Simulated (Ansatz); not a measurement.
# Sr2SiS4 (P2_1/m): a band-gap study from r2SCAN to G0W0 at the band limit

Aim: a best estimate of the quasiparticle gap of Sr2SiS4 (P2_1/m), with each correction and its cost laid out.

Calculated with Ansatz 0.2.0; density functionals, hybrids, G0W0, plane waves, PAW.

### Step 1. The structure

Symmetry: P2_1/m, No. 11, monoclinic system. The conventional cell has a = 6.609 Å, b = 6.660 Å, c = 8.262 Å, α = 90.00°, β = 108.22°, γ = 90.00°. Nearest to Sr lie 9 S at 2.96 to 3.80 Å and 4 Si at 3.51 to 3.93 Å. Sr has 8 S at 3.04 to 3.46 Å and 3 Si at 3.71 to 3.89 Å nearest. Si has 4 S at 2.12 to 2.13 Å and 7 Sr at 3.51 to 3.93 Å nearest. Nearest to S lie 1 Si at 2.12 Å and 5 Sr at 3.03 to 3.80 Å. Nearest to S lie 1 Si at 2.13 Å and 4 Sr at 2.96 to 3.46 Å. Nearest to S lie 1 Si at 2.12 Å and 4 Sr at 3.01 to 3.13 Å. Farther neighbours and most contacts between anions are not listed.

The cell and positions are those that the Materials Project relaxed with its own functionals (PBE, PBE+U or r2SCAN), kept fixed. The default PAW set here is soft_2. Its files were made with PBE.

### Step 2. r2SCAN bands

The cheap functional maps the bands first; the places of the edges decide which points the dearer methods must see.

This step: DFT, r2SCAN, plane waves, PAW.

The input, input.yaml:

```yaml
crystal:
  lattice:
    - [6.6087392105, 0.0, 0.0]
    - [0.0, 6.65954238, 0.0]
    - [-2.5827482587, 0.0, 7.848229828]
  atoms:
    - { symbol: Sr, position: [0.2836712, 0.75, 0.95180912] }
    - { symbol: Sr, position: [0.7163288, 0.25, 0.04819088] }
    - { symbol: Sr, position: [0.2248299, 0.75, 0.42926377] }
    - { symbol: Sr, position: [0.7751701, 0.25, 0.57073623] }
    - { symbol: Si, position: [0.72130103, 0.75, 0.7968462] }
    - { symbol: Si, position: [0.27869897, 0.25, 0.2031538] }
    - { symbol: S, position: [0.88645343, 0.75, 0.06157594] }
    - { symbol: S, position: [0.11354657, 0.25, 0.93842406] }
    - { symbol: S, position: [0.91690048, 0.75, 0.63566798] }
    - { symbol: S, position: [0.08309952, 0.25, 0.36433202] }
    - { symbol: S, position: [0.51038414, 0.50196672, 0.7372482] }
    - { symbol: S, position: [0.48961586, 0.00196672, 0.2627518] }
    - { symbol: S, position: [0.48961586, 0.49803328, 0.2627518] }
    - { symbol: S, position: [0.51038414, 0.99803328, 0.7372482] }
kpoints:
  mp_grid: { grid: [4, 4, 4] }
  band_path:
    path:
      - [0.0, 0.0, 0.0]
      - [0.0, 0.5, 0.0]
      - [0.0, 0.5, 0.5]
      - [0.0, 0.0, 0.5]
      - [0.0, 0.0, 0.0]
      - [-0.5, 0.0, 0.5]
      - [-0.5, 0.5, 0.5]
      - [0.0, 0.5, 0.0]
      - [-0.5, 0.5, 0.0]
      - [-0.5, 0.0, 0.0]
      - [0.0, 0.0, 0.0]
    npoints: 10
hamiltonian:
  xc: r2scan
scf:
  occupations: { method: fermi_dirac, width: 0.02 }
  n_extra_bands: 8
output:
  eigenvalues: true
  forces: true
  stress: true
```

Run with:

```sh
> ansatz run input.yaml --threads 24 --pin off --max-ram 82944MiB --backend cuda --events-out ev --progress --plain --runs-dir out --devices 1 --max-vram 78GiB
```

Numbers of over 12 decimals in the logs are rounded to 6 here.

Log:

```text
scf.n_extra_bands = 8 over 48 filled bands (N_el = 96.0): the run solves 56 bands
GPUs: using 1 of 1 available (devices: 1).
Engine: ansatz 0.2.0, aarch64-unknown-linux-gnu
Pseudopotentials: kind: paw
Pseudopotential: Sr, paw, valence charge 10, recommended cutoff 500 eV (meta_gga), Sr.paw.azcp
Pseudopotential: Si, paw, valence charge 4, recommended cutoff 500 eV (meta_gga), Si.paw.azcp
Pseudopotential: S, paw, valence charge 6, recommended cutoff 500 eV (meta_gga), S.paw.azcp
Functional definition: r2SCAN
  parameter k0 = 0.174
  parameter k1 = 0.065
  parameter a1 = 4.9479
  exchange = r2scan_x(k0 = k0, k1 = k1, a1 = a1)
  correlation = r2scan_c
device memory: the entry about to start is reckoned to put 7.4 GiB on a device that reports 127.1 GiB free (of which the cap on the GPU budget leaves the run 78.0 GiB)
GPU FFT provider: cuFFT
GPU libraries: cuBLAS 13.8.1, cuFFT 12.4.0, cuSOLVER 12.3.2
GPU matrix products: emulated (plane waves: as basis.precision tells), large ones in fixed point in workspaces of 1.00 GiB
Crystal: 14 atoms, lattice volume = 345.410 Å³
Basis set: ecut = 500 eV, 8735 PW (Γ), exchange–correlation on 200×200×256 points (64 copies of the dense FFT grid, shifted against one another)
Bands: 56, of which v1, the nominal top of the filled ones, is band 48 counted from 1 (47 counted from 0)
Symmetry: 4 space group operations
Space group: P21/m (ITA 11), of the structure as read, at distance tolerance 7.0e-5 Å
k-points: 30 of 64
Non-local potential: Sr, projectors of the file, l = 0: 3, l = 1: 2, l = 2: 2
Non-local potential: Si, projectors of the file, l = 0: 2, l = 1: 2, l = 2: 2
Non-local potential: S, projectors of the file, l = 0: 2, l = 1: 2, l = 2: 2
PAW form: soft (Blöchl's): semilocal exchange-correlation on the pseudo side does not see the compensation charge
PAW frozen core: Sr, regenerated for the run's functional (the file was generated under x = pbe(κ = 0.804, μ = 0.219515), c = pbe(β = 0.066725))
PAW frozen core: Si, regenerated for the run's functional (the file was generated under x = pbe(κ = 0.804, μ = 0.219515), c = pbe(β = 0.066725))
PAW frozen core: S, regenerated for the run's functional (the file was generated under x = pbe(κ = 0.804, μ = 0.219515), c = pbe(β = 0.066725))
PAW one-centre angular grid: Sr, 302 points (default); XC on 160 Gauss nodes
PAW one-centre angular grid: Si, 302 points (default); XC on 160 Gauss nodes
PAW one-centre angular grid: S, 302 points (default); XC on 160 Gauss nodes
Initial density: superposition of atomic densities (neutral atoms: chi_scale 0, normalization atom), corrected by the library's trained network
Initial wavefunctions: pseudopotential atomic-orbital guess
GPU buffer pool allocated for 160000 grid points (all kernels)
GPU transforms: local potential and band sums: pruned to the plane-wave sphere, on 50×50×64
Functional: x = r2scan, c = r2scan; τ floored in thin density (d = 2e-4 eV/Å³)
SCF iter   1: F=—  HF=-22770.376568 eV  |F-HF|=—  |Δ(HF+E_count)|=         —  Δρ=4.21e-3  dr2=6.10e-2  dr2_τ=1.32e-1  ethr=1.77e-3  ⟨swp⟩=13.6  Hψ=10116  notcnv=0
preconditioner: auto → Resta (q_TF=auto, 2.204 Å⁻¹)  ε∞=3.2  [insulator: Δε(μ)=3.414 eV  Ē_g=12.724 eV  σ=0.020 eV  W_gap=1.00  n_scr=64 (ndim 8)  ℏωp=18.7 eV  f_vac=0.008  D(μ)=0.00/eV (n_scr^D=0)  ε∞_Penn≈3.2]
SCF iter   2: F=—  HF=-22770.619617 eV  |F-HF|=—  |Δ(HF+E_count)|=   2.43e-1  Δρ=2.65e-3  dr2=1.80e-2  dr2_τ=7.50e-4  ethr=6.35e-5  ⟨swp⟩=3.8  Hψ=3753  notcnv=0  defer=60
SCF iter   3: F=—  HF=-22770.616104 eV  |F-HF|=—  |Δ(HF+E_count)|=   3.51e-3  Δρ=3.00e-4  dr2=5.30e-4  dr2_τ=1.49e-4  ethr=1.87e-5  ⟨swp⟩=4.0  Hψ=3402  notcnv=0  defer=60
SCF iter   4: F=—  HF=-22770.616691 eV  |F-HF|=—  |Δ(HF+E_count)|=   5.87e-4  Δρ=1.13e-4  dr2=5.60e-5  dr2_τ=2.82e-6  ethr=5.52e-7  ⟨swp⟩=2.0  Hψ=2579  notcnv=0  defer=60
SCF iter   5: F=—  HF=-22770.616039 eV  |F-HF|=—  |Δ(HF+E_count)|=   6.52e-4  Δρ=3.17e-5  dr2=6.45e-6  dr2_τ=5.84e-7  ethr=5.83e-8  ⟨swp⟩=2.0  Hψ=3000  notcnv=0  defer=60
SCF iter   6: F=—  HF=-22770.616040 eV  |F-HF|=—  |Δ(HF+E_count)|=   8.83e-7  Δρ=8.67e-6  dr2=3.87e-7  dr2_τ=4.26e-8  ethr=6.72e-9  ⟨swp⟩=2.0  Hψ=2919  notcnv=0  defer=60
SCF iter   7: F=-22770.616040 eV  HF=-22770.616040 eV  |F-HF|=6.80e-9  |Δ(HF+E_count)|=   1.75e-7  Δρ=2.36e-6  dr2=4.87e-8  dr2_τ=2.03e-9  ethr=1.04e-10  ⟨swp⟩=15.0  Hψ=8840  notcnv=0
SCF 1 converged in 7 iterations: F = -22770.616040 eV  dr2 = 4.87e-8
[...]
device memory: the entry about to start is reckoned to put 20.3 GiB on a device that reports 148.0 GiB free (of which the cap on the GPU budget leaves the run 78.0 GiB)
NSCF: frozen V_eff on 101 k-points, pencils in batches of 32, up to order 248
SCF converged after 7 iterations
Free energy (F): -22770.616040 eV
Harris-Foulkes:  -22770.616040 eV  (|F-HF|=6.80e-9)
Internal energy: -22770.616040 eV  (E = F + TS)
E sigma→0 (E₀):  -22770.616040 eV
Fermi energy:    6.985711 eV
--- Per-component energies (eV) ---
  E_band       = -479.306699
  E_kinetic    = 1928.898213
  E_local      = -3757.190470  (includes V_loc(G=0)·N_el)
  E_nonlocal   = 1076.613556
  E_hartree    = 992.672066
  E_xc         = -1500.210781
  E_vxc        = -1579.211762  (∫ρ·V_xc dr)
  E_paw        = -16777.485112  (= ΣΔE_a)
  E_vpaw       = -212.045795  (= ΣTr[D̂ρ^β])
  E_aug_tail   = 0.000013  (compensation charges beyond the density's cutoff)
  E_vtau       = 78.281176  (kinetic-family band-sum trace: ∫τ·v_τ [+ j·A + Jᵃ·Aᵃ] dr)
  E_ewald      = -4732.298378
  E_core_change = -1.615146  (= ΣΔE_core)
  E_smearing   = -0.000000  (= −TS)
  E_closure    = 0.000000  (closes the sum)
  Σ components = -22770.616040   (vs F -22770.616040, Δ=0.00e0)
--- Forces (eV/Å), atoms counted from 1 ---
  atom   1  Sr     0.00455987    -0.00000000    -0.00246976
  atom   2  Sr    -0.00455987     0.00000000     0.00246976
  atom   3  Sr     0.00822426    -0.00000000     0.00438867
  atom   4  Sr    -0.00822426     0.00000000    -0.00438867
  atom   5  Si    -0.01191702     0.00000000    -0.00254765
  atom   6  Si     0.01191702    -0.00000000     0.00254765
  atom   7  S      0.00858906    -0.00000000     0.03625032
  atom   8  S     -0.00858906     0.00000000    -0.03625032
  atom   9  S      0.03556707     0.00000000    -0.01816244
  atom  10  S     -0.03556707    -0.00000000     0.01816244
  atom  11  S     -0.01190038    -0.03225385    -0.00714449
  atom  12  S      0.01190038    -0.03225385     0.00714449
  atom  13  S      0.01190038     0.03225385     0.00714449
  atom  14  S     -0.01190038     0.03225385    -0.00714449
  max |Σ_I F_I| component: 6.94e-18 eV/Å
--- Stress (GPa, compression-positive) ---
       -0.021158       0.000000      -0.011009
        0.000000       0.027255       0.000000
       -0.011008       0.000000       0.000408
  P = ⅓ Tr σ = 0.0022 GPa (0.022 kbar)
--- Band table (eV; the first three rows and the last of 30) ---
  k-point 0: bands = [... 44 lower, 4.7771, 4.9596, 5.0741, 5.2773, 9.1886, 9.4366, 9.5368, 9.7738, ... 4 higher]
  k-point 1: bands = [... 44 lower, 4.7678, 4.9718, 5.0120, 5.2173, 9.2704, 9.5257, 9.6089, 9.7997, ... 4 higher]
  k-point 2: bands = [... 44 lower, 4.6695, 4.8360, 5.0287, 5.1822, 9.3437, 9.5887, 9.6488, 9.7963, ... 4 higher]
  k-point 29: bands = [... 44 lower, 4.5787, 4.5787, 4.6865, 4.6865, 9.9831, 9.9831, 10.0818, 10.0818, ... 4 higher]
```

The job ended after 3.3 s (1 × NVIDIA GB200 (shared by 2 runs) with 24 threads of Arm Neoverse V2, shared host; peak memory 1.4 GiB; 8.3 s of CPU time).

This step gave:

```yaml
pressure: 0.002169 GPa
filled_bands: 48
gap: 3.405 eV
valence_top_at: Γ
conduction_bottom_at: Y_2
least_direct_gap: 3.573 eV
```

The gap is indirect, with the least direct gap 0.17 eV higher.

Electronic bands along the path, in eV, zero at the top of the highest nominally filled band:

| point | band 45 | band 46 | band 47 | band 48 | band 49 | band 50 | band 51 | band 52 |
| --- | --- | --- | --- | --- | --- | --- | --- | --- |
| Γ | -0.50 | -0.32 | -0.20 | 0.00 | 3.91 | 4.16 | 4.26 | 4.50 |
| halfway | -0.59 | -0.57 | -0.48 | -0.28 | 4.09 | 4.32 | 4.52 | 4.62 |
| Z | -0.82 | -0.82 | -0.38 | -0.38 | 4.28 | 4.28 | 4.74 | 4.74 |
| halfway | -0.68 | -0.68 | -0.41 | -0.41 | 4.32 | 4.32 | 4.69 | 4.69 |
| D | -0.57 | -0.57 | -0.46 | -0.46 | 4.35 | 4.35 | 4.67 | 4.67 |
| halfway | -0.78 | -0.59 | -0.43 | -0.35 | 4.15 | 4.42 | 4.59 | 4.61 |
| B | -0.61 | -0.44 | -0.25 | -0.10 | 4.07 | 4.31 | 4.37 | 4.52 |
| halfway | -0.51 | -0.31 | -0.27 | -0.06 | 3.99 | 4.25 | 4.33 | 4.52 |
| Γ | -0.50 | -0.32 | -0.20 | 0.00 | 3.91 | 4.16 | 4.26 | 4.50 |
| halfway | -0.54 | -0.35 | -0.24 | -0.03 | 4.03 | 4.15 | 4.36 | 4.38 |
| A | -0.50 | -0.35 | -0.24 | -0.04 | 4.05 | 4.11 | 4.37 | 4.60 |
| halfway | -0.68 | -0.57 | -0.50 | -0.27 | 4.35 | 4.37 | 4.54 | 4.81 |
| E | -0.70 | -0.70 | -0.59 | -0.59 | 4.71 | 4.71 | 4.80 | 4.80 |
| halfway | -0.71 | -0.71 | -0.45 | -0.45 | 4.41 | 4.41 | 4.77 | 4.77 |
| Z | -0.82 | -0.82 | -0.38 | -0.38 | 4.28 | 4.28 | 4.74 | 4.74 |
| halfway | -0.72 | -0.72 | -0.42 | -0.42 | 4.01 | 4.01 | 4.61 | 4.61 |
| C2 | -0.63 | -0.63 | -0.55 | -0.55 | 3.72 | 3.72 | 4.50 | 4.50 |
| halfway | -0.68 | -0.67 | -0.47 | -0.40 | 3.55 | 3.97 | 4.05 | 4.43 |
| Y2 | -0.43 | -0.43 | -0.22 | -0.17 | 3.40 | 3.88 | 4.08 | 4.37 |
| halfway | -0.43 | -0.34 | -0.19 | -0.10 | 3.58 | 3.92 | 4.35 | 4.46 |
| Γ | -0.50 | -0.32 | -0.20 | 0.00 | 3.91 | 4.16 | 4.26 | 4.50 |

### Step 3. LDA

A second semilocal functional shows how much of the gap hangs on that choice alone.

This step: DFT, LDA, plane waves, PAW.

Changes to input.yaml since step 2:

```diff
@@ -28,14 +28,11 @@
       - [0.0, 0.0, 0.5]
-      - [0.0, 0.0, 0.0]
       - [-0.5, 0.0, 0.5]
       - [-0.5, 0.5, 0.5]
-      - [0.0, 0.5, 0.0]
       - [-0.5, 0.5, 0.0]
       - [-0.5, 0.0, 0.0]
-      - [0.0, 0.0, 0.0]
-    npoints: 10
+    npoints: 1
 hamiltonian:
-  xc: r2scan
+  xc: lda
 scf:
-  occupations: { method: fermi_dirac, width: 0.02 }
+  occupations: { method: fixed }
   n_extra_bands: 8
```

Log:

```text
[...]
GPUs: using 1 of 1 available (devices: 1).
[...]
GPU FFT provider: cuFFT
GPU libraries: cuBLAS 13.8.1, cuFFT 12.4.0, cuSOLVER 12.3.2
[...]
Crystal: 14 atoms, lattice volume = 345.410 Å³
Basis set: ecut = 420 eV, 6751 PW (Γ)
Bands: 56, of which v1, the nominal top of the filled ones, is band 48 counted from 1 (47 counted from 0)
[...]
k-point 0: bands = [... 44 lower, 4.7940, 4.9523, 5.0759, 5.2941, 8.4324, 8.7256, 8.8275, 9.1299, ... 4 higher]
  k-point 1: bands = [... 44 lower, 4.7794, 4.9732, 5.0088, 5.2266, 8.6062, 8.8387, 8.9333, 9.0977, ... 4 higher]
  k-point 2: bands = [... 44 lower, 4.6695, 4.8276, 5.0286, 5.1876, 8.6849, 8.9298, 8.9872, 9.1413, ... 4 higher]
  k-point 29: bands = [... 44 lower, 4.5793, 4.5793, 4.6896, 4.6896, 9.3404, 9.3404, 9.4574, 9.4574, ... 4 higher]
[key lines of the parts left out:]
SCF converged after 7 iterations
Free energy (F): -21973.596514 eV
Fermi energy:    5.294142 eV
P = ⅓ Tr σ = -3.0093 GPa (-30.093 kbar)
```

Elapsed: 1.6 s, on 1 × NVIDIA GB200 (shared by 2 runs) with 24 threads; peak memory 1.1 GiB.

This step gave:

* pressure: -3.009 GPa
* gap: 2.763 eV
* valence top at: Γ
* conduction bottom at: Y_2
* least direct gap: 2.950 eV

The gap stands −0.64 eV against r2SCAN.

### Step 4. r2SCAN+SOC

The many-body steps leave out spin-orbit coupling, so its effect is taken from a two-component run, with twice the bands.

This step: DFT, r2SCAN with spin-orbit coupling, plane waves, PAW.

Changes to input.yaml since step 3:

```diff
@@ -34,6 +34,9 @@
 hamiltonian:
-  xc: lda
+  xc: r2scan
 scf:
   occupations: { method: fixed }
-  n_extra_bands: 8
+  n_extra_bands: 16
+magnetization:
+  noncollinear: true
+  spin_orbit: true
 output:
```

Log:

```text
[...]
GPUs: using 1 of 1 available (devices: 1).
[...]
non-collinear run that drives no moment, with spin-orbit: no starting moment large enough to seed its density (crystal.atoms[].spin), no starting occupations that ask for one, no magnetisation constraint and no magnetic field, so the semilocal B_xc is pinned to zero
concurrent solve slots: 15 of 24 are kept, ahead of what memory takes: no pass of the eigensolver takes more rounds on 15
[...]
SCF converged after 9 iterations
[...]
atom  13  S      0.01205549     0.03248898     0.00718881
  atom  14  S     -0.01205549     0.03248898    -0.00718881
  max |Σ_I F_I| component: 6.94e-18 eV/Å
--- Stress (GPa, compression-positive) ---
       -0.021177       0.000000      -0.010925
        0.000000       0.027505       0.000000
       -0.010925       0.000000      -0.000031
  P = ⅓ Tr σ = 0.0021 GPa (0.021 kbar)
--- Band table (eV; the first three rows and the last of 30) ---
[...]
```

Wall time 3.9 s (1 × NVIDIA GB200 (shared by 2 runs) with 24 threads); peak memory 1.7 GiB.

This step gave:

```yaml
pressure: 0.002099 GPa
gap: 3.403 eV
valence_top_at: Γ
conduction_bottom_at: Y_2
least_direct_gap: 3.572 eV
```

The gap is that of r2SCAN.

### Step 5. HSE06

HSE06 mixes in a quarter of exact exchange at short range. Exchange couples all pairs of k points, which makes a full band path dear, so levels are read on the mesh and at chosen points.

This step: DFT, HSE06, plane waves, PAW.

Changes to input.yaml since step 4:

```diff
@@ -21,3 +21,3 @@
 kpoints:
-  mp_grid: { grid: [4, 4, 4] }
+  mp_grid: { grid: [2, 2, 2] }
   band_path:
@@ -34,12 +34,7 @@
 hamiltonian:
-  xc: r2scan
+  xc: hse06
 scf:
   occupations: { method: fixed }
-  n_extra_bands: 16
-magnetization:
-  noncollinear: true
-  spin_orbit: true
+  n_extra_bands: 8
 output:
   eigenvalues: true
-  forces: true
-  stress: true
```

Log:

```text
[...]
GPUs: using 1 of 1 available (devices: 1).
[...]
davidson cushion auto → on  (no smearing: the cushion is to keep the highest requested band from converging to the state above it; pin scf.eigensolver.cushion to override)
[...]
Crystal: 14 atoms, lattice volume = 345.410 Å³
Basis set: ecut = 420 eV, 6751 PW (Γ)
Bands: 56, of which v1, the nominal top of the filled ones, is band 48 counted from 1 (47 counted from 0)
[...]
Fermi energy:    4.877198 eV
[...]
--- Band table (eV; the first three rows and the last of 8) ---
  k-point 0: bands = [... 44 lower, 4.3491, 4.5239, 4.6354, 4.8772, 9.3213, 9.5802, 9.7065, 9.9642, ... 4 higher]
  k-point 1: bands = [... 44 lower, 4.2299, 4.3966, 4.5942, 4.7647, 9.5337, 9.7944, 9.8286, 9.9958, ... 4 higher]
  k-point 2: bands = [... 44 lower, 4.0198, 4.0198, 4.4657, 4.4657, 9.7451, 9.7451, 10.1976, 10.1976, ... 4 higher]
  k-point 7: bands = [... 44 lower, 4.1331, 4.1331, 4.2415, 4.2415, 10.1882, 10.1882, 10.2957, 10.2957, ... 4 higher]
[key lines of the parts left out:]
Free energy (F): -22703.892874 eV
```

It took 7.2 s on 1 × NVIDIA GB200 (shared by 2 runs) with 24 threads; peak memory 1.3 GiB; 36 s of CPU time.

Numbers from this step:

* gap: 3.967 eV
* valence top at: Γ
* conduction bottom at: Y_2
* least direct gap: 4.171 eV

The gap stands +0.56 eV against r2SCAN.

### Step 6. PBE0

PBE0 differs from HSE06 by long-range exchange, so the pair shows what that tail is worth.

This step: DFT, PBE0, plane waves, PAW.

Changes to input.yaml since step 5:

```diff
@@ -34,3 +34,3 @@
 hamiltonian:
-  xc: hse06
+  xc: pbe0
 scf:
```

Log:

```text
[...]
GPUs: using 1 of 1 available (devices: 1).
[...]
Crystal: 14 atoms, lattice volume = 345.410 Å³
Basis set: ecut = 420 eV, 6751 PW (Γ)
Bands: 56, of which v1, the nominal top of the filled ones, is band 48 counted from 1 (47 counted from 0)
Symmetry: 4 space group operations
[...]
k-points: 8
[...]
Fermi energy:    4.497156 eV
[...]
--- Band table (eV; the first three rows and the last of 8) ---
  k-point 0: bands = [... 44 lower, 3.9686, 4.1391, 4.2519, 4.4972, 9.6557, 9.9309, 10.0640, 10.3159, ... 4 higher]
  k-point 1: bands = [... 44 lower, 3.8427, 4.0089, 4.2103, 4.3814, 9.8879, 10.1468, 10.1868, 10.3543, ... 4 higher]
  k-point 2: bands = [... 44 lower, 3.6340, 3.6340, 4.0811, 4.0811, 10.0976, 10.0976, 10.5501, 10.5501, ... 4 higher]
  k-point 7: bands = [... 44 lower, 3.7458, 3.7458, 3.8524, 3.8524, 10.5427, 10.5427, 10.6528, 10.6528, ... 4 higher]
[key lines of the parts left out:]
Free energy (F): -22705.091254 eV
```

Run time: 5.5 s. Hardware: 1 × NVIDIA GB200 (shared by 2 runs) with 24 threads; peak memory 1.5 GiB.

Numbers from this step:

- gap: 4.691 eV
- valence top at: Γ
- conduction bottom at: Y_2
- least direct gap: 4.899 eV

The gap stands +1.29 eV against r2SCAN.

[end of part 1 of 3]

[Paths, hosts, dates, memory and timing lines, banners, echoed tables and standing remarks are left out of the program output.]

[Logs are printed without paths, hosts, clocks, repeated set-up lines and the standing remarks that a program may print on its own settings, such as how far it seeks lower states.]

[Runs of the session that timed out or met a known fault of the program may be left out.]

[Cells called generated may have been cut or substituted from an entry of the Crystallography Open Database or the Materials Project.]

[Hosts, paths, dates, database ids (printed as entryN), source tags and the programs' standing remarks are cut or masked in the printed files.]
